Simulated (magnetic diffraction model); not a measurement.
# Which magnetic order? Pr3Ru4

Space group R-3 (no. 148), a = 13.6580 Å, c = 5.7940 Å.

| site | atom | x | y | z |
| --- | --- | --- | --- | --- |
| 18f | Pr | 0.5005 | 0.6212 | 0.8976 |
| 3a | Ru | 0 | 0 | 0 |
| 18f | Ru | 0.7229 | 0.7826 | 0.7204 |
| 3b | Ru | 0 | 0 | 1/2 |

This is a made-up structure (elements placed in a structure type, unrelaxed), so the numbers test the method and describe no known phase.

Only Pr is taken to order (form factors of Pr3+); orders and moment sizes are assumed, and not adapted to the symmetry. Radiation: neutrons of λ = 2.36 Å, 8° to 50°; isotropic B of 0.52 Å² (Pr) and 0.55 Å² (Ru). The intensities are simulated: I ∝ L Σ (|F_N|² + |F_M⊥|²) for unpolarised neutrons, with F_M = 2.695 fm/μB × Σ f(s) S exp(2πi Q·r) exp(−B s²) at Q = H ± k (one set where k and −k are equivalent), only the part normal to Q counting and L = 1/(sin²θ cos θ). For collinear order S is the moment m, which repeats by lattice and centring translations R with the sign exp(−2πi k·R). Form factors are spin-only for 3d ions and dipole or tabulated for f ions, scattering lengths are Sears's of 1992, and absorption is left out. A label names one of the reflections at its angle. The strongest nuclear line in the range is 100, and lines under 0.2 are left out.

Above the ordering temperature:

```tsv
2θ (°)	index	I
26.21	(1 0 1)	2.9
33.13	(0 2 1)	18.3
34.83	(3 0 0)	21.7
38.95	(2 1 1)	27.8
40.44	(2 2 0)	10.4
48.83	(1 3 1)	100.0
49.59	(0 1 2)	15.5
```

Below it (cell unchanged):

```tsv
2θ (°)	I
19.90	107.2
26.21	98.1
33.13	40.8
34.83	52.6
38.95	62.0
40.44	26.4
48.83	129.5
49.59	30.5
```

**Question.** Find the propagation vector, then choose among these models:
A. collinear moments along [001], 2.2 μB on Pr; signs + at (0.5005, 0.6212, 0.8976), + at (0.1662, 0.7121, 0.4357), + at (0.7121, 0.5460, 0.5643), + at (0.7874, 0.8328, 0.2309), − at (0.8793, 0.5005, 0.1024), − at (0.9545, 0.7874, 0.7691)
B. collinear moments along [120], 2.2 μB on Pr; signs + at (0.5005, 0.6212, 0.8976), + at (0.1662, 0.7121, 0.4357), − at (0.7121, 0.5460, 0.5643), − at (0.7874, 0.8328, 0.2309), − at (0.8793, 0.5005, 0.1024), + at (0.9545, 0.7874, 0.7691)
C. collinear moments along [001], 2.2 μB on Pr; signs + at (0.5005, 0.6212, 0.8976), + at (0.1662, 0.7121, 0.4357), − at (0.7121, 0.5460, 0.5643), − at (0.7874, 0.8328, 0.2309), − at (0.8793, 0.5005, 0.1024), + at (0.9545, 0.7874, 0.7691)
D. collinear moments along [120], 2.2 μB on Pr; signs + at (0.5005, 0.6212, 0.8976), + at (0.1662, 0.7121, 0.4357), + at (0.7121, 0.5460, 0.5643), + at (0.7874, 0.8328, 0.2309), − at (0.8793, 0.5005, 0.1024), − at (0.9545, 0.7874, 0.7691)

No line moves, and magnetic intensity falls on nuclear lines such as the one at 26.21°; new lines at (1 1 0) have whole indices that obey the lattice centring, at places with no nuclear intensity to speak of, so the magnetic cell equals the chemical primitive cell: k = 0.

Magnetic intensity, observed (below minus above) and for each model:

| 2θ (°) | index | observed | A | B | C | D |
| --- | --- | --- | --- | --- | --- | --- |
| 19.90 | (1 1 0) | 107.1 | 121.2 | 59.8 | 154.2 | 107.1 |
| 26.21 | (1 0 1) | 95.2 | 19.6 | 102.6 | 21.1 | 95.2 |
| 33.13 | (0 2 1) | 22.6 | 18.0 | 43.3 | 25.7 | 22.6 |
| 34.83 | (3 0 0) | 30.9 | 50.7 | 17.2 | 54.9 | 30.9 |
| 38.95 | (2 1 1) | 34.2 | 40.9 | 18.7 | 18.8 | 34.2 |
| 40.44 | (2 2 0) | 15.9 | 46.5 | 18.6 | 29.6 | 15.9 |
| 48.83 | (1 3 1) | 29.5 | 29.6 | 32.6 | 32.3 | 29.5 |
| 49.59 | (0 1 2) | 15.0 | 0.9 | 11.2 | 0.7 | 15.0 |

Model D matches.

The structure used: k = (0 0 0), collinear moments along [120], 2.2 μB on Pr; signs + at (0.5005, 0.6212, 0.8976), + at (0.1662, 0.7121, 0.4357), + at (0.7121, 0.5460, 0.5643), + at (0.7874, 0.8328, 0.2309), − at (0.8793, 0.5005, 0.1024), − at (0.9545, 0.7874, 0.7691).

[Logs are printed without paths, hosts, clocks, repeated set-up lines and the standing remarks that a program may print on its own settings, such as how far it seeks lower states.]
